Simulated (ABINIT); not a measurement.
# SiPbSe3 (Pm-3m): zone-centre phonons, part 4 of 4

Which modes does SiPbSe3 (Pm-3m) have at the zone centre?

ABINIT 10.8.3; DFT LDA, scalar-relativistic, plane waves, HGH norm-conserving pseudopotentials.

So far. Step 6 (Zone-centre response): The acoustic modes at Γ come out as far as 2.9 cm⁻¹ from zero, where they should vanish, a small numerical error. The lowest optical mode is imaginary, 103i cm⁻¹, an instability at this level and on this k mesh. Step 7 (Modes with the sum rule): The rule moves no optical mode by more than 0.2 cm⁻¹. The relaxed cell has a = 4.814 Å (conventional setting).

The structure was built from a prototype and need not be the compound's stable phase.

### Step 8. Sum rules set otherwise (asr 0)

Without the rule the raw error of the acoustic modes shows.

File anaddb.abi:

```
ddb_filepath "gamma_DDB"
output_file "anaddb.abo"
outdata_prefix "anaddb"
asr 0
chneut 0
enunit 2
eivec 1
nph1l 1
qph1l 0.0 0.0 0.0 1.0
```

File mrgddb.in:

```
gamma_DDB
merged
2
dfpt_gammao_DDB
gso_DDB
```

Started as:

```bash
$ mrgddb < mrgddb.in > mrgddb.log
$ OMP_NUM_THREADS=1 anaddb anaddb.abi > anaddb.log
```

anaddb.abo, the main output file:

```text
-outvars_anaddb: echo values of input variables ----------------------

 Miscellaneous information :
      enunit         2
       eivec         1
      chneut         0
 First list of wavevector (reduced coord.) :
       nph1l         1
       qph1l
                     0.00000000E+00  0.00000000E+00  0.00000000E+00    1.000E+00

================================================================================

 read the DDB information and perform some checks

  ==== Info on the Cryst% object ====
 Real(R)+Recip(G) space primitive vectors, cartesian coordinates (Bohr,Bohr^-1):
 R(1)=  9.0978224  0.0000000  0.0000000  G(1)=  0.1099164  0.0000000  0.0000000
 R(2)=  0.0000000  9.0978224  0.0000000  G(2)=  0.0000000  0.1099164  0.0000000
 R(3)=  0.0000000  0.0000000  9.0978224  G(3)=  0.0000000  0.0000000  0.1099164
 Unit cell volume ucvol=  7.5303014E+02 bohr^3
 Angles (23,13,12)=  9.00000000E+01  9.00000000E+01  9.00000000E+01 degrees
 Time-reversal symmetry is present
 Reduced atomic positions [iatom, xred, symbol]:
    1)    0.0000000  0.0000000  0.0000000  Pb
    2)    0.5000000  0.5000000  0.5000000  Si
    3)    0.5000000  0.5000000  0.0000000  Se
    4)    0.5000000  0.0000000  0.5000000  Se
    5)    0.0000000  0.5000000  0.5000000  Se

 DDB file with 3 blocks has been read.

================================================================================

 Treat the first list of vectors

  Phonon wavevector (reduced coordinates) :  0.00000  0.00000  0.00000
 Phonon energies in Hartree :
  -4.695357E-04 -4.695357E-04 -4.695357E-04 -3.128132E-04 -3.128132E-04
  -3.128132E-04 -1.964820E-04 -1.964820E-04 -1.964820E-04  1.329347E-05
   1.329347E-05  1.329347E-05  1.013172E-03  1.013172E-03  1.013172E-03
 Phonon energies in meV     :
- -1.277672E+01 -1.277672E+01 -1.277672E+01 -8.512082E+00 -8.512082E+00
- -8.512082E+00 -5.346546E+00 -5.346546E+00 -5.346546E+00  3.617337E-01
-  3.617337E-01  3.617337E-01  2.756982E+01  2.756982E+01  2.756982E+01
 Phonon frequencies in cm-1    :
- -1.030512E+02 -1.030512E+02 -1.030512E+02 -6.865457E+01 -6.865457E+01
- -6.865457E+01 -4.312281E+01 -4.312281E+01 -4.312281E+01  2.917579E+00
-  2.917579E+00  2.917579E+00  2.223656E+02  2.223656E+02  2.223656E+02
 Phonon frequencies in Thz     :
- -3.089397E+00 -3.089397E+00 -3.089397E+00 -2.058212E+00 -2.058212E+00
- -2.058212E+00 -1.292789E+00 -1.292789E+00 -1.292789E+00  8.746682E-02
-  8.746682E-02  8.746683E-02  6.666352E+00  6.666352E+00  6.666352E+00
 Phonon energies in Kelvin  :
- -1.482677E+02 -1.482677E+02 -1.482677E+02 -9.877861E+01 -9.877861E+01
- -9.877861E+01 -6.204409E+01 -6.204409E+01 -6.204409E+01  4.197745E+00
-  4.197746E+00  4.197746E+00  3.199344E+02  3.199344E+02  3.199344E+02

 Eigendisplacements
 (will be given, for each mode : in cartesian coordinates
   for each atom the real part of the displacement vector,
   then the imaginary part of the displacement vector - absolute values smaller than 1.0d-7 are set to zero)
  Mode number    1   Energy   -4.695357E-04
 Attention : low frequency mode.
   (Could be unstable or acoustic mode)
-  1  0.00000000E+00  0.00000000E+00 -5.93403491E-04
-     0.00000000E+00  0.00000000E+00  0.00000000E+00
-  2  0.00000000E+00  0.00000000E+00 -2.20230609E-03
-     0.00000000E+00  0.00000000E+00  0.00000000E+00
-  3  0.00000000E+00  0.00000000E+00 -5.06047900E-04
-     0.00000000E+00  0.00000000E+00  0.00000000E+00
-  4  0.00000000E+00  0.00000000E+00  1.42167080E-03
-     0.00000000E+00  0.00000000E+00  0.00000000E+00
-  5  0.00000000E+00  0.00000000E+00  1.42167080E-03
-     0.00000000E+00  0.00000000E+00  0.00000000E+00
  Mode number    2   Energy   -4.695357E-04
 Attention : low frequency mode.
   (Could be unstable or acoustic mode)
-  1  0.00000000E+00 -5.93403491E-04  0.00000000E+00
-     0.00000000E+00  0.00000000E+00  0.00000000E+00
-  2  0.00000000E+00 -2.20230609E-03  0.00000000E+00
-     0.00000000E+00  0.00000000E+00  0.00000000E+00
-  3  0.00000000E+00  1.42167080E-03  0.00000000E+00
-     0.00000000E+00  0.00000000E+00  0.00000000E+00
-  4  0.00000000E+00 -5.06047900E-04  0.00000000E+00
-     0.00000000E+00  0.00000000E+00  0.00000000E+00
-  5  0.00000000E+00  1.42167080E-03  0.00000000E+00
-     0.00000000E+00  0.00000000E+00  0.00000000E+00
  Mode number    3   Energy   -4.695357E-04
 Attention : low frequency mode.
   (Could be unstable or acoustic mode)
-  1  5.93403491E-04  0.00000000E+00  0.00000000E+00
-     0.00000000E+00  0.00000000E+00  0.00000000E+00
-  2  2.20230609E-03  0.00000000E+00  0.00000000E+00
-     0.00000000E+00  0.00000000E+00  0.00000000E+00
-  3 -1.42167080E-03  0.00000000E+00  0.00000000E+00
-     0.00000000E+00  0.00000000E+00  0.00000000E+00
-  4 -1.42167080E-03  0.00000000E+00  0.00000000E+00
-     0.00000000E+00  0.00000000E+00  0.00000000E+00
-  5  5.06047900E-04  0.00000000E+00  0.00000000E+00
-     0.00000000E+00  0.00000000E+00  0.00000000E+00
  Mode number    4   Energy   -3.128132E-04
 Attention : low frequency mode.
   (Could be unstable or acoustic mode)
-  1  0.00000000E+00  0.00000000E+00  0.00000000E+00
-     0.00000000E+00  0.00000000E+00  0.00000000E+00
-  2  0.00000000E+00  0.00000000E+00  0.00000000E+00
-     0.00000000E+00  0.00000000E+00  0.00000000E+00
-  3  0.00000000E+00  0.00000000E+00  0.00000000E+00
-     0.00000000E+00  0.00000000E+00  0.00000000E+00
-  4  0.00000000E+00  0.00000000E+00 -1.86380890E-03
-     0.00000000E+00  0.00000000E+00  0.00000000E+00
-  5  0.00000000E+00  0.00000000E+00  1.86380890E-03
-     0.00000000E+00  0.00000000E+00  0.00000000E+00
  Mode number    5   Energy   -3.128132E-04
 Attention : low frequency mode.
   (Could be unstable or acoustic mode)
-  1  0.00000000E+00  0.00000000E+00  0.00000000E+00
-     0.00000000E+00  0.00000000E+00  0.00000000E+00
-  2  0.00000000E+00  0.00000000E+00  0.00000000E+00
-     0.00000000E+00  0.00000000E+00  0.00000000E+00
-  3  0.00000000E+00 -1.86380890E-03  0.00000000E+00
-     0.00000000E+00  0.00000000E+00  0.00000000E+00
-  4  0.00000000E+00  0.00000000E+00  0.00000000E+00
-     0.00000000E+00  0.00000000E+00  0.00000000E+00
-  5  0.00000000E+00  1.86380890E-03  0.00000000E+00
-     0.00000000E+00  0.00000000E+00  0.00000000E+00
  Mode number    6   Energy   -3.128132E-04
 Attention : low frequency mode.
   (Could be unstable or acoustic mode)
-  1  0.00000000E+00  0.00000000E+00  0.00000000E+00
-     0.00000000E+00  0.00000000E+00  0.00000000E+00
-  2  0.00000000E+00  0.00000000E+00  0.00000000E+00
-     0.00000000E+00  0.00000000E+00  0.00000000E+00
-  3  1.86380890E-03  0.00000000E+00  0.00000000E+00
-     0.00000000E+00  0.00000000E+00  0.00000000E+00
-  4 -1.86380890E-03  0.00000000E+00  0.00000000E+00
-     0.00000000E+00  0.00000000E+00  0.00000000E+00
-  5  0.00000000E+00  0.00000000E+00  0.00000000E+00
-     0.00000000E+00  0.00000000E+00  0.00000000E+00
  Mode number    7   Energy   -1.964820E-04
 Attention : low frequency mode.
   (Could be unstable or acoustic mode)
-  1  0.00000000E+00  0.00000000E+00 -1.06801854E-03
-     0.00000000E+00  0.00000000E+00  0.00000000E+00
-  2  0.00000000E+00  0.00000000E+00  2.36878757E-03
-     0.00000000E+00  0.00000000E+00  0.00000000E+00
-  3  0.00000000E+00  0.00000000E+00  1.33147887E-03
-     0.00000000E+00  0.00000000E+00  0.00000000E+00
-  4  0.00000000E+00  0.00000000E+00  3.04674846E-04
-     0.00000000E+00  0.00000000E+00  0.00000000E+00
-  5  0.00000000E+00  0.00000000E+00  3.04674846E-04
-     0.00000000E+00  0.00000000E+00  0.00000000E+00
  Mode number    8   Energy   -1.964820E-04
 Attention : low frequency mode.
   (Could be unstable or acoustic mode)
-  1  0.00000000E+00  1.06801854E-03  0.00000000E+00
-     0.00000000E+00  0.00000000E+00  0.00000000E+00
-  2  0.00000000E+00 -2.36878757E-03  0.00000000E+00
-     0.00000000E+00  0.00000000E+00  0.00000000E+00
-  3  0.00000000E+00 -3.04674846E-04  0.00000000E+00
-     0.00000000E+00  0.00000000E+00  0.00000000E+00
-  4  0.00000000E+00 -1.33147887E-03  0.00000000E+00
-     0.00000000E+00  0.00000000E+00  0.00000000E+00
-  5  0.00000000E+00 -3.04674846E-04  0.00000000E+00
-     0.00000000E+00  0.00000000E+00  0.00000000E+00
  Mode number    9   Energy   -1.964820E-04
 Attention : low frequency mode.
   (Could be unstable or acoustic mode)
-  1  1.06801854E-03  0.00000000E+00  0.00000000E+00
-     0.00000000E+00  0.00000000E+00  0.00000000E+00
-  2 -2.36878757E-03  0.00000000E+00  0.00000000E+00
-     0.00000000E+00  0.00000000E+00  0.00000000E+00
-  3 -3.04674846E-04  0.00000000E+00  0.00000000E+00
-     0.00000000E+00  0.00000000E+00  0.00000000E+00
-  4 -3.04674846E-04  0.00000000E+00  0.00000000E+00
-     0.00000000E+00  0.00000000E+00  0.00000000E+00
-  5 -1.33147887E-03  0.00000000E+00  0.00000000E+00
-     0.00000000E+00  0.00000000E+00  0.00000000E+00
  Mode number   10   Energy    1.329347E-05
-  1  0.00000000E+00  0.00000000E+00 -1.07441366E-03
-     0.00000000E+00  0.00000000E+00  0.00000000E+00
-  2  0.00000000E+00  0.00000000E+00 -1.08408461E-03
-     0.00000000E+00  0.00000000E+00  0.00000000E+00
-  3  0.00000000E+00  0.00000000E+00 -1.08144989E-03
-     0.00000000E+00  0.00000000E+00  0.00000000E+00
-  4  0.00000000E+00  0.00000000E+00 -1.07954278E-03
-     0.00000000E+00  0.00000000E+00  0.00000000E+00
-  5  0.00000000E+00  0.00000000E+00 -1.07954278E-03
-     0.00000000E+00  0.00000000E+00  0.00000000E+00
  Mode number   11   Energy    1.329347E-05
-  1  0.00000000E+00  1.07441366E-03  0.00000000E+00
-     0.00000000E+00  0.00000000E+00  0.00000000E+00
-  2  0.00000000E+00  1.08408461E-03  0.00000000E+00
-     0.00000000E+00  0.00000000E+00  0.00000000E+00
-  3  0.00000000E+00  1.07954278E-03  0.00000000E+00
-     0.00000000E+00  0.00000000E+00  0.00000000E+00
-  4  0.00000000E+00  1.08144989E-03  0.00000000E+00
-     0.00000000E+00  0.00000000E+00  0.00000000E+00
-  5  0.00000000E+00  1.07954278E-03  0.00000000E+00
-     0.00000000E+00  0.00000000E+00  0.00000000E+00
  Mode number   12   Energy    1.329347E-05
-  1  1.07441366E-03  0.00000000E+00  0.00000000E+00
-     0.00000000E+00  0.00000000E+00  0.00000000E+00
-  2  1.08408461E-03  0.00000000E+00  0.00000000E+00
-     0.00000000E+00  0.00000000E+00  0.00000000E+00
-  3  1.07954278E-03  0.00000000E+00  0.00000000E+00
-     0.00000000E+00  0.00000000E+00  0.00000000E+00
-  4  1.07954278E-03  0.00000000E+00  0.00000000E+00
-     0.00000000E+00  0.00000000E+00  0.00000000E+00
-  5  1.08144989E-03  0.00000000E+00  0.00000000E+00
-     0.00000000E+00  0.00000000E+00  0.00000000E+00
  Mode number   13   Energy    1.013172E-03
-  1  0.00000000E+00  0.00000000E+00  2.07466746E-05
-     0.00000000E+00  0.00000000E+00  0.00000000E+00
-  2  0.00000000E+00  0.00000000E+00  2.80997325E-03
-     0.00000000E+00  0.00000000E+00  0.00000000E+00
-  3  0.00000000E+00  0.00000000E+00 -1.93626261E-03
-     0.00000000E+00  0.00000000E+00  0.00000000E+00
-  4  0.00000000E+00  0.00000000E+00  4.40904043E-04
-     0.00000000E+00  0.00000000E+00  0.00000000E+00
-  5  0.00000000E+00  0.00000000E+00  4.40904043E-04
-     0.00000000E+00  0.00000000E+00  0.00000000E+00
  Mode number   14   Energy    1.013172E-03
-  1  0.00000000E+00  2.07466746E-05  0.00000000E+00
-     0.00000000E+00  0.00000000E+00  0.00000000E+00
-  2  0.00000000E+00  2.80997325E-03  0.00000000E+00
-     0.00000000E+00  0.00000000E+00  0.00000000E+00
-  3  0.00000000E+00  4.40904043E-04  0.00000000E+00
-     0.00000000E+00  0.00000000E+00  0.00000000E+00
-  4  0.00000000E+00 -1.93626261E-03  0.00000000E+00
-     0.00000000E+00  0.00000000E+00  0.00000000E+00
-  5  0.00000000E+00  4.40904043E-04  0.00000000E+00
-     0.00000000E+00  0.00000000E+00  0.00000000E+00
  Mode number   15   Energy    1.013172E-03
-  1  2.07466746E-05  0.00000000E+00  0.00000000E+00
-     0.00000000E+00  0.00000000E+00  0.00000000E+00
-  2  2.80997325E-03  0.00000000E+00  0.00000000E+00
-     0.00000000E+00  0.00000000E+00  0.00000000E+00
-  3  4.40904043E-04  0.00000000E+00  0.00000000E+00
-     0.00000000E+00  0.00000000E+00  0.00000000E+00
-  4  4.40904043E-04  0.00000000E+00  0.00000000E+00
-     0.00000000E+00  0.00000000E+00  0.00000000E+00
-  5 -1.93626261E-03  0.00000000E+00  0.00000000E+00
-     0.00000000E+00  0.00000000E+00  0.00000000E+00

 Analysis of degeneracies and characters (maximum tolerance=1.00E-06 a.u.)
 For each vibration mode, or group of modes if degenerate,
 the characters are given for each symmetry operation (see the list in the log file).
 Symmetry characters of vibration mode #   1
       degenerate with vibration modes #   2 to    3
  3.0 -3.0 -1.0  1.0 -1.0  1.0 -1.0  1.0  1.0 -1.0 -1.0  1.0  1.0 -1.0 -1.0  1.0
  0.0 -0.0  0.0 -0.0 -0.0  0.0 -0.0  0.0  1.0 -1.0 -1.0  1.0 -1.0  1.0  1.0 -1.0
  0.0 -0.0 -0.0  0.0 -0.0  0.0  0.0 -0.0  1.0 -1.0  1.0 -1.0 -1.0  1.0 -1.0  1.0
 Symmetry characters of vibration mode #   4
       degenerate with vibration modes #   5 to    6
  3.0 -3.0 -1.0  1.0 -1.0  1.0 -1.0  1.0 -1.0  1.0  1.0 -1.0 -1.0  1.0  1.0 -1.0
  0.0 -0.0  0.0 -0.0  0.0 -0.0 -0.0  0.0 -1.0  1.0  1.0 -1.0  1.0 -1.0 -1.0  1.0
  0.0 -0.0  0.0 -0.0 -0.0  0.0  0.0 -0.0 -1.0  1.0 -1.0  1.0  1.0 -1.0  1.0 -1.0
 Symmetry characters of vibration mode #   7
       degenerate with vibration modes #   8 to    9
  3.0 -3.0 -1.0  1.0 -1.0  1.0 -1.0  1.0  1.0 -1.0 -1.0  1.0  1.0 -1.0 -1.0  1.0
 -0.0  0.0 -0.0  0.0  0.0 -0.0 -0.0  0.0  1.0 -1.0 -1.0  1.0 -1.0  1.0  1.0 -1.0
 -0.0  0.0  0.0 -0.0 -0.0  0.0 -0.0  0.0  1.0 -1.0  1.0 -1.0 -1.0  1.0 -1.0  1.0
 Symmetry characters of vibration mode #  10
       degenerate with vibration modes #  11 to   12
  3.0 -3.0 -1.0  1.0 -1.0  1.0 -1.0  1.0  1.0 -1.0 -1.0  1.0  1.0 -1.0 -1.0  1.0
  0.0 -0.0  0.0 -0.0 -0.0  0.0 -0.0  0.0  1.0 -1.0 -1.0  1.0 -1.0  1.0  1.0 -1.0
  0.0 -0.0 -0.0  0.0 -0.0  0.0  0.0 -0.0  1.0 -1.0  1.0 -1.0 -1.0  1.0 -1.0  1.0
 Symmetry characters of vibration mode #  13
       degenerate with vibration modes #  14 to   15
  3.0 -3.0 -1.0  1.0 -1.0  1.0 -1.0  1.0  1.0 -1.0 -1.0  1.0  1.0 -1.0 -1.0  1.0
 -0.0  0.0  0.0 -0.0  0.0 -0.0 -0.0  0.0  1.0 -1.0 -1.0  1.0 -1.0  1.0  1.0 -1.0
 -0.0  0.0  0.0 -0.0 -0.0  0.0  0.0 -0.0  1.0 -1.0  1.0 -1.0 -1.0  1.0 -1.0  1.0
-
```

Run time: 0.61 s. Hardware: 1 thread of Arm Neoverse N1, shared host.

Numbers from this step:

```
highest optical zone-centre mode (no LO-TO term) : 222.4 cm⁻¹
lowest optical zone-centre mode                  : -103.0 cm⁻¹
```

Zone-centre frequencies as printed; negative means imaginary. Modes:

| mode | frequency (cm⁻¹) |
| --- | --- |
| 1 | -103 |
| 2 | -103 |
| 3 | -103 |
| 4 | -68.65 |
| 5 | -68.65 |
| 6 | -68.65 |
| 7 | -43.12 |
| 8 | -43.12 |
| 9 | -43.12 |
| 10 | 2.92 |
| 11 | 2.92 |
| 12 | 2.92 |
| 13 | 222.4 |
| 14 | 222.4 |
| 15 | 222.4 |

### Step 9. What came out

* space group after relaxation: Pm-3m
* volume per atom: 22.3 Å³
* highest optical zone-centre mode (no LO-TO term): 222.3 cm⁻¹
* lowest optical zone-centre mode: -103.1 cm⁻¹
* imaginary optical modes at the zone centre (no q mesh in this session): yes

**Reading.** At the LDA level the optical modes of SiPbSe3 (Pm-3m) at the zone centre run from 103i to 222 cm⁻¹, so the structure is a saddle point, with 9 modes beyond 10i cm⁻¹ there. The base run prints -1.1 GPa, mostly the error of a finite basis; the relaxation, with a smoothed and higher cutoff, had brought the cell to rest. These are harmonic frequencies at zero temperature: anharmonic shifts and linewidths and thermal expansion are left out. Spin-orbit coupling is left out, which can matter for the heavy elements here. The HGH files keep few electrons and have no core correction, which is cheap but rough for Pb. In a metal the frequencies hang on the k mesh and the smearing, most of all near Kohn anomalies. The structure is a hypothetical one, built on a prototype.

[Host names and launcher messages were left out of these logs when they were recorded.]

[Logs are printed without paths, hosts, clocks, repeated set-up lines and the standing remarks that a program may print on its own settings, such as how far it seeks lower states.]

[Hosts, paths, dates, database ids (printed as entryN), source tags and the programs' standing remarks are cut or masked in the printed files.]
